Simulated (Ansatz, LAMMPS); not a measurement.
# Static equation of state of amorphous 73P2O5-20PbO-7Al2O3 (mol %) (88 atoms)

Density of this cell: 3.48 g/cm³. The cell holds 88 atoms: 22 P, 3 Pb, 2 Al and 61 O. Its edges and angles: a = 10.408 Å, b = 10.538 Å, c = 10.231 Å, α = 96.1°, β = 88.4°, γ = 86.4°. The starting structure: 88 atoms (22 P, 3 Sr, 2 Al, 61 O) placed at random at 2.63 g/cm³, melted at 5000 K for 10 ps at fixed volume with the Morse and Coulomb pair potential with partial charges (Pedone, Malavasi, Menziani, Cormack and Segre, J. Phys. Chem. B 110, 11780 (2006)). Quenched from 5000 K to 300 K at 10 K/ps and fixed volume, held 10 ps at zero pressure, then minimised at fixed cell. Then Sr was replaced by Pb and the cell scaled by 1.008 (the potential has no terms for the new elements, so the cell is a start for a DFT relaxation).

Calculated with Ansatz 0.2.0: Kohn-Sham DFT, LDA, PAW (set soft_2), plane waves; cutoff 420 eV, Γ point, gaussian smearing of 0.025 eV. Cell and atoms were relaxed first, to V0 = 12.647 Å³ an atom at a residual P0 = 0.002 GPa. The cell was then scaled evenly, and the atoms were relaxed at each volume.

```
volume (Å³/atom)  pressure (GPa)
          11.383               ?
          11.889           2.524
          12.268           1.224
          13.027          -1.067
          13.406          -1.904
```

Task: Fit the third-order Birch–Murnaghan equation to the rows given and extrapolate to the withheld row.

Worked fit:

Take the Eulerian strain f = ½[(V0/V)^(2/3) − 1] and the normalised pressure F = (P − P0) / [3f(1 + 2f)^(5/2)]. The third-order Birch–Murnaghan equation is then the line F = B0 + (3/2)B0(B′ − 4) f, so u = f and v = F.

```
      u = f  v = F (GPa)
  0.0210563      36.0226
  0.0102570      37.7635
-0.00975661      38.3398
 -0.0190508      36.7416
```

With n = 4: mean u = 6.2648e-4, mean v = 37.2169, Σ(u − ū)² = 0.0010051, Σ(u − ū)(v − v̄) = -0.021443. Slope b = -0.021443 / 0.0010051 = -21.334; intercept a = v̄ − b ū = 37.230.

So B0 = a = 37.2 GPa and B′ = 4 + 2b/(3a) = 3.62. At the withheld volume f = 0.03638, F = a + b f = 36.45 GPa, and P = P0 + 3f(1 + 2f)^(5/2) F.

Prediction at 11.383: 4.744 GPa. The run gave 4.761 GPa, so the fit is low by 0.016 GPa (0.34 % of the value).

The series isn't one smooth equation of state: the count of bonds changes along the series and an atom moves over 0.5 Å in some relaxation. B0 and B′ are then only the numbers of this fit, not moduli of the material. Among the rows given, the largest miss of the fit is at 11.889, by 0.053 GPa (0.80 % of the range of the table).

Limits: Static cells at zero temperature; the cell shape is held. The program notes that the SCF threshold of these relaxations is loose for the stress. The quench rate of 10 K/ps is many orders above laboratory rates, so the cell is likely richer in defects and strain than a real sample. The network of bonds at the start is that of the classical potential that made the cell, and needn't be the one that DFT or experiment would give. Only the Γ point is sampled, in a cell whose shortest periodic width is 10 Å.

[Long decimals in the printed logs are rounded to 6 places.]

[Logs are printed without paths, hosts, clocks, repeated set-up lines and the standing remarks that a program may print on its own settings, such as how far it seeks lower states.]

[Hosts, paths, dates, database ids (printed as entryN), source tags and the programs' standing remarks are cut or masked in the printed files.]
